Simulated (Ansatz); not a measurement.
## Sc3PbC (Pm-3m): Grüneisen parameters

Wanted: mode Grüneisen parameters of Sc3PbC (Pm-3m).

Method: DFT PBEsol, scalar-relativistic, plane waves, PAW; PAW set soft_1, in Ansatz 0.2.0.

Most raw output is cut from this account.

## Step 1: The starting structure

The structure is cubic, space group Pm-3m (No. 221). The conventional cell has a = 4.506 Å, b = 4.506 Å, c = 4.506 Å, α = 90.00°, β = 90.00°, γ = 90.00°. Sc has 2 C at 2.25 Å and 8 Sc at 3.19 Å and 4 Pb at 3.19 Å nearest. Nearest to Pb lie 12 Sc at 3.19 Å. C has 6 Sc at 2.25 Å nearest. Farther neighbours are not listed.

## Step 2: Phonons on a q mesh

The cell comes from relaxations at this level that are not shown. Stability and thermal properties need the whole zone. Linear response on a 4×4×4 q mesh gives force constants as far as a supercell of that size would.

input.yaml

```yaml
crystal:
  lattice:
    - [4.5063304825, 0.0, 0.0]
    - [0.0, 4.5063304825, 0.0]
    - [0.0, 0.0, 4.5063304825]
  atoms:
    - { symbol: Sc, position: [0.0, 0.5, 0.5] }
    - { symbol: Sc, position: [0.5, 0.5, 0.0] }
    - { symbol: Sc, position: [0.5, 0.0, 0.5] }
    - { symbol: Pb, position: [0.0, 0.0, 0.0] }
    - { symbol: C, position: [0.5, 0.5, 0.5] }
kpoints:
  mp_grid: { grid: [8, 8, 8] }
hamiltonian:
  xc: pbesol
  pseudopotentials: { kind: paw, azcp: { folder: soft_1 }, xc_functional: pbe }
scf:
  occupations: { method: methfessel_paxton, width: 0.2 }
output:
  eigenvalues: true
phonons:
  method: dfpt
  qmesh: [4, 4, 4]
  temperatures: { t_max: 1000, t_step: 50 }
  qpath:
    path:
      - [[0.0, 0.0, 0.0], [0.0, 0.5, 0.0], [0.5, 0.5, 0.0], [0.0, 0.0, 0.0], [0.5, 0.5, 0.5], [0.0, 0.5, 0.0]]
      - [[0.5, 0.5, 0.5], [0.5, 0.5, 0.0]]
    npoints: 10
```

Launch:

```
$ ansatz run input.yaml --threads 4 --pin off --max-ram 10240MiB --backend cpu --events-out ev --progress --plain --runs-dir out
```

Elapsed: 13 min, on 4 threads of AMD EPYC 9R14 (Zen 4), shared host; peak memory 3.9 GiB; 50 min of CPU time.

This step gave:

* volume per atom: 18.30 Å³
* gap on the k-mesh: 0 eV
* sum-rule residual before enforcement: 1.36e-5 eV/Å²
* lowest frequency on the path: 0 cm⁻¹
* point group: m-3m
* highest frequency on the path or at a solved wavevector: 547.7 cm⁻¹
* mean frequency: 246.1 cm⁻¹
* Debye temperature (second moment): 534 K
* logarithmic mean frequency: 203.8 cm⁻¹
* highest optical mode at the zone centre (no LO-TO term): 502.3 cm⁻¹
* lowest optical zone-centre mode: 126.1 cm⁻¹
* lowest mode on the q mesh (acoustic modes at Γ apart): 57.18 cm⁻¹
* zero-point energy per atom: 45.76 meV
* heat capacity at 300 K: 21.69 J/(mol atoms K)
* vibrational entropy at 300 K: 27.30 J/(mol atoms K)
* edges of the widest gap between branches, on path and mesh: 367.9, 492 cm⁻¹

Frequencies (cm⁻¹) solved at each irreducible wavevector; negative means imaginary. Frequencies by wavevector, by row:

```
q in reciprocal lattice units  star  mode 1  mode 2  mode 3  mode 4  mode 13  mode 14  mode 15
                        0 0 0     1       0       0       0   126.1    502.3    502.3    502.3
                     0 0 0.25     6    57.2    57.2    76.9     135      498      498      512
                     0 0 -0.5     3    79.7    79.7    92.1   147.8      492      492    547.7
                  0 0.25 0.25    12    68.5    71.5    86.3   147.2    499.5    506.9    512.7
                  0 0.25 -0.5    12    79.5    83.2    86.4   139.8    498.9    508.4      537
                  0 -0.5 -0.5     3    82.5    82.5    87.5   109.1    498.6    526.2    526.2
               0.25 0.25 0.25     8    76.2    76.2    89.9   147.1    507.5    507.5    509.8
               0.25 0.25 -0.5    12    81.1    84.3    85.4   143.1    506.5      508    527.3
               0.25 -0.5 -0.5     6    83.3    83.3    84.8   122.9    502.1    518.3    518.3
               -0.5 -0.5 -0.5     1    83.5    83.5    83.5   134.7    519.5    519.5    519.5
```

Symmetry leaves 10 wavevectors to solve. The lowest mode among them, the acoustic zeros apart, lies at q = (0, 0, 0.25) and is real, 57.2 cm⁻¹.

## Step 3: Relaxing at another volume, volume ratio 0.97

The volume is scaled by 0.97 and held; symmetry leaves nothing to relax, so this is a single point. The modes can then be followed against volume.

input.yaml, the sections that differ from step 2:

```yaml
crystal:
  lattice:
    - [4.4608088804, 0.0, 0.0]
    - [0.0, 4.4608088804, 0.0]
    - [0.0, 0.0, 4.4608088804]
  atoms:
    - { symbol: Sc, position: [0.0, 0.5, 0.5] }
    - { symbol: Sc, position: [0.5, 0.5, 0.0] }
    - { symbol: Sc, position: [0.5, 0.0, 0.5] }
    - { symbol: Pb, position: [0.0, 0.0, 0.0] }
    - { symbol: C, position: [0.5, 0.5, 0.5] }
output:
  forces: true
  stress: true
  eigenvalues: true
# kpoints, hamiltonian, scf: as in step 2
# phonons: removed
```

It took 1.1 s on 4 threads; peak memory 0.51 GiB; 3.7 s of CPU time.

This step gave:

```yaml
pressure: 3.395 GPa
volume_per_atom: 17.75 Å³
```

The run ends at a pressure of 3.39 GPa.

## Step 4: Phonons at the other volume, volume ratio 0.97

The phonons are repeated at this volume on the same k and q meshes.

Changes to input.yaml since step 3:

```diff
@@ -19,4 +19,11 @@
 output:
-  forces: true
-  stress: true
   eigenvalues: true
+phonons:
+  method: dfpt
+  qmesh: [4, 4, 4]
+  temperatures: { t_max: 1000, t_step: 50 }
+  qpath:
+    path:
+      - [[0.0, 0.0, 0.0], [0.0, 0.5, 0.0], [0.5, 0.5, 0.0], [0.0, 0.0, 0.0], [0.5, 0.5, 0.5], [0.0, 0.5, 0.0]]
+      - [[0.5, 0.5, 0.5], [0.5, 0.5, 0.0]]
+    npoints: 10
```

Elapsed: 13 min, on 4 threads; peak memory 3.8 GiB; 48 min of CPU time.

This step gave:

```
sum-rule residual before enforcement                       : 3.25e-5 eV/Å²
highest frequency on the path or at a solved wavevector    : 569.1 cm⁻¹
mean frequency                                             : 256.7 cm⁻¹
Debye temperature (second moment)                          : 558 K
logarithmic mean frequency                                 : 212.3 cm⁻¹
highest optical mode at the zone centre (no LO-TO term)    : 529.3 cm⁻¹
lowest optical zone-centre mode                            : 133.0 cm⁻¹
lowest mode on the q mesh (acoustic modes at Γ apart)      : 59.13 cm⁻¹
zero-point energy per atom                                 : 47.74 meV
heat capacity at 300 K                                     : 21.45 J/(mol atoms K)
vibrational entropy at 300 K                               : 26.43 J/(mol atoms K)
edges of the widest gap between branches, on path and mesh : 385.2, 518.7 cm⁻¹
```

Frequencies (cm⁻¹) solved at each irreducible wavevector; negative means imaginary. Frequencies by wavevector, by row:

```
q in reciprocal lattice units  star  mode 1  mode 2  mode 3  mode 4  mode 13  mode 14  mode 15
                        0 0 0     1       0       0       0     133    529.3    529.3    529.3
                     0 0 0.25     6    59.1    59.1    80.5   141.7    524.8    524.8    535.6
                     0 0 -0.5     3      83      83    96.5   153.7    518.7    518.7    569.1
                  0 0.25 0.25    12    70.9    74.4    90.3   153.7    526.4    531.1    536.2
                  0 0.25 -0.5    12    82.3    87.1    90.1   145.2    526.1    532.6    558.7
                  0 -0.5 -0.5     3    85.4    85.4      92   113.4      526    548.2    548.2
               0.25 0.25 0.25     8    78.8    78.8    94.3     154    531.9    531.9    533.6
               0.25 0.25 -0.5    12    83.9    87.9    88.8     149    531.4    532.5    549.1
               0.25 -0.5 -0.5     6      86      86    88.1   127.2    527.1    540.3    540.3
               -0.5 -0.5 -0.5     1      86      86      86   138.9    541.7    541.7    541.7
```

The highest optical mode at the zone centre (no LO-TO term) is 529.3 cm⁻¹, +26.9 cm⁻¹ against the base run.

## Step 5: Relaxing at another volume, volume ratio 1.03

The volume is scaled by 1.03 and held; symmetry leaves nothing to relax, so this is a single point. The modes can then be followed against volume.

input.yaml, the sections that differ from step 4:

```yaml
crystal:
  lattice:
    - [4.5509505178, 0.0, 0.0]
    - [0.0, 4.5509505178, 0.0]
    - [0.0, 0.0, 4.5509505178]
  atoms:
    - { symbol: Sc, position: [0.0, 0.5, 0.5] }
    - { symbol: Sc, position: [0.5, 0.5, 0.0] }
    - { symbol: Sc, position: [0.5, 0.0, 0.5] }
    - { symbol: Pb, position: [0.0, 0.0, 0.0] }
    - { symbol: C, position: [0.5, 0.5, 0.5] }
output:
  forces: true
  stress: true
  eigenvalues: true
# kpoints, hamiltonian, scf: as in step 4
# phonons: removed
```

It took 1.3 s on 4 threads; peak memory 0.52 GiB; 4.3 s of CPU time.

This step gave:

```
pressure        : -2.912 GPa
volume per atom : 18.85 Å³
```

The run ends at a pressure of -2.91 GPa.

## Step 6: Phonons at the other volume, volume ratio 1.03

Changes to input.yaml since step 5:

```diff
@@ -19,4 +19,11 @@
 output:
-  forces: true
-  stress: true
   eigenvalues: true
+phonons:
+  method: dfpt
+  qmesh: [4, 4, 4]
+  temperatures: { t_max: 1000, t_step: 50 }
+  qpath:
+    path:
+      - [[0.0, 0.0, 0.0], [0.0, 0.5, 0.0], [0.5, 0.5, 0.0], [0.0, 0.0, 0.0], [0.5, 0.5, 0.5], [0.0, 0.5, 0.0]]
+      - [[0.5, 0.5, 0.5], [0.5, 0.5, 0.0]]
+    npoints: 10
```

The job ended after 14 min (4 threads; peak memory 4 GiB; 53 min of CPU time).

This step gave:

| Item | Value |
| --- | --- |
| sum-rule residual before enforcement | 1.88e-5 eV/Å² |
| highest frequency on the path or at a solved wavevector | 527 cm⁻¹ |
| mean frequency | 235.8 cm⁻¹ |
| Debye temperature (second moment) | 511 K |
| logarithmic mean frequency | 195.6 cm⁻¹ |
| highest optical mode at the zone centre (no LO-TO term) | 476.6 cm⁻¹ |
| lowest optical zone-centre mode | 119.5 cm⁻¹ |
| lowest mode on the q mesh (acoustic modes at Γ apart) | 55.3 cm⁻¹ |
| zero-point energy per atom | 43.84 meV |
| heat capacity at 300 K | 21.91 J/(mol atoms K) |
| vibrational entropy at 300 K | 28.19 J/(mol atoms K) |
| edges of the widest gap between branches, on path and mesh | 351.5, 466.4 cm⁻¹ |

Frequencies (cm⁻¹) solved at each irreducible wavevector; negative means imaginary. Frequencies by wavevector, by row:

```
q in reciprocal lattice units  star  mode 1  mode 2  mode 3  mode 4  mode 13  mode 14  mode 15
                        0 0 0     1       0       0       0   119.5    476.6    476.6    476.6
                     0 0 0.25     6    55.3    55.3    73.5   128.4    472.4    472.4    489.5
                     0 0 -0.5     3    76.4    76.4    87.9   142.1    466.4    466.4      527
                  0 0.25 0.25    12      66    68.8    82.5   140.7    473.6    483.6    490.2
                  0 0.25 -0.5    12    76.7    79.5    82.8   134.7    472.8    485.3      516
                  0 -0.5 -0.5     3    79.5    79.5    83.2   105.2    472.2    505.1    505.1
               0.25 0.25 0.25     8    73.5    73.5    85.6   140.5      484      484    486.9
               0.25 0.25 -0.5    12    78.3    80.9    82.2   137.6    482.7    484.6    506.2
               0.25 -0.5 -0.5     6    80.6    80.6    81.5     119    478.2      497      497
               -0.5 -0.5 -0.5     1    80.9    80.9    80.9   130.7    498.1    498.1    498.1
```

The highest optical mode at the zone centre (no LO-TO term) is 476.6 cm⁻¹, -25.8 cm⁻¹ against the base run.

## Step 7: Grüneisen parameters

The Grüneisen parameter of a mode is minus the logarithmic change of its frequency with volume, −d ln ω / d ln V; weighted by heat capacity it gives the expansion.

Numbers from this step:

| Item | Value |
| --- | --- |
| bulk modulus | 105.1 GPa |

The phonon branches at the labelled points (cm⁻¹):

```
    point  branch 1  branch 2  branch 3  branch 4  branch 12  branch 13  branch 14  branch 15
        Γ         0         0         0       126        271        502        502        502
  halfway        57        57        77       135        283        498        498        512
        X        80        80        92       148        302        492        492        548
  halfway        80        83        86       140        318        499        508        537
        M        82        82        88       109        337        499        526        526
  halfway        68        72        86       147        295        500        507        513
        Γ         0         0         0       126        271        502        502        502
  halfway        76        76        90       147        306        508        508        510
        R        84        84        84       135        368        520        520        520
  halfway        81        84        85       143        328        506        508        527
        X        80        80        92       148        302        492        492        548
jump to R        84        84        84       135        368        520        520        520
  halfway        83        83        85       123        346        502        518        518
        M        82        82        88       109        337        499        526        526
```

The same for volume x 0.97:

```
point  branch 1  branch 2  branch 3  branch 4  branch 12  branch 13  branch 14  branch 15
    Γ         0         0         0       133        279        529        529        529
    X        83        83        96       154        318        519        519        569
    M        85        85        92       113        354        526        548        548
    Γ         0         0         0       133        279        529        529        529
    R        86        86        86       139        385        542        542        542
    X        83        83        96       154        318        519        519        569
    R        86        86        86       139        385        542        542        542
    M        85        85        92       113        354        526        548        548
```

The same for volume x 1.03:

```
point  branch 1  branch 2  branch 3  branch 4  branch 12  branch 13  branch 14  branch 15
    Γ         0         0         0       120        262        477        477        477
    X        76        76        88       142        286        466        466        527
    M        80        80        83       105        321        472        505        505
    Γ         0         0         0       120        262        477        477        477
    R        81        81        81       131        352        498        498        498
    X        76        76        88       142        286        466        466        527
    R        81        81        81       131        352        498        498        498
    M        80        80        83       105        321        472        505        505
```

Mode Grueneisen parameter -dln(w)/dln(V), modes matched by rank; at Γ the acoustic branches take the value of a neighbouring point of the path. Mode grüneisen parameters along the path, in :

```
    point  branch 1  branch 2  branch 3  branch 4  branch 12  branch 13  branch 14  branch 15
        Γ      0.91      0.91      1.70      1.78       1.05       1.75       1.75       1.75
  halfway      1.11      1.11      1.52      1.64       1.41       1.75       1.75       1.50
        X      1.38      1.38      1.56      1.31       1.80       1.77       1.77       1.28
  halfway      1.17      1.52      1.41      1.25       1.56       1.78       1.55       1.32
        M      1.17      1.17      1.68      1.27       1.59       1.80       1.36       1.36
  halfway      1.19      1.30      1.51      1.47       1.34       1.76       1.56       1.49
        Γ      1.02      1.50      1.50      1.78       1.05       1.75       1.75       1.75
  halfway      1.18      1.18      1.61      1.53       1.29       1.57       1.57       1.53
        R      1.02      1.02      1.02      1.01       1.53       1.40       1.40       1.40
  halfway      1.15      1.38      1.29      1.33       1.48       1.60       1.57       1.36
        X      1.38      1.38      1.56      1.31       1.80       1.77       1.77       1.28
jump to R      1.02      1.02      1.02      1.01       1.53       1.40       1.40       1.40
  halfway      1.08      1.08      1.30      1.11       1.53       1.62       1.39       1.39
        M      1.17      1.17      1.68      1.27       1.59       1.80       1.36       1.36
```

(dS/dlnV)/C_V. The thermodynamic Grueneisen parameter by temperature:

```
temperature (K)  thermodynamic Grueneisen parameter
             50                                1.31
            100                                1.31
            150                                1.33
            200                                1.34
            250                                1.34
            300                                1.35
            350                                1.35
            400                                1.36
            450                                1.36
            500                                1.36
            550                                1.36
            600                                1.36
            650                                1.36
            700                                1.36
            750                                1.36
            800                                1.36
            850                                1.36
            900                                1.36
            950                                1.36
           1000                                1.36
```

Gamma C_V/(B V) at the static volume. The volume expansion by temperature:

```
temperature (K)  volume expansion (1e-6/K)
             50                       5.78
            100                       13.7
            150                       18.7
            200                       21.8
            250                       23.9
            300                       25.3
            350                       26.2
            400                       26.9
            450                       27.3
            500                       27.7
            550                       28.0
            600                       28.2
            650                       28.4
            700                       28.5
            750                       28.6
            800                       28.7
            850                       28.8
            900                       28.8
            950                       28.9
           1000                       28.9
```

## Step 8: Outcome

| Item | Value |
| --- | --- |
| bulk modulus | 105 GPa |
| thermodynamic Grüneisen parameter at 300 K | 1.35 |
| volume expansion at 300 K, estimated | 25.27 × 10⁻⁶ K⁻¹ |

**Reading.** By this estimate the volume grows by 25.3 × 10⁻⁶ per kelvin at 300 K. The highest optical mode at Γ goes from 529 to 477 cm⁻¹ as the cell grows, a Grüneisen parameter of 1.75. Mode parameters on the path run from 0.66 to 2.1, with a median of 1.3. Branches are matched by rank, so values near crossings are rough. The expansion is the Grüneisen estimate at the static volume, with the static bulk modulus. With no gap, or one that is small against the smearing, the frequencies hang on the k mesh and the smearing, most of all near Kohn anomalies. The phonon runs are without spin polarisation, although the cell has an odd electron count. Spin-orbit coupling is left out, which can matter for the heavy elements here. The PAW files were made for PBE and serve the other functionals too.

[Logs are printed without paths, hosts, clocks, repeated set-up lines and the standing remarks that a program may print on its own settings, such as how far it seeks lower states.]

[Hosts, paths, dates, database ids (printed as entryN), source tags and the programs' standing remarks are cut or masked in the printed files.]
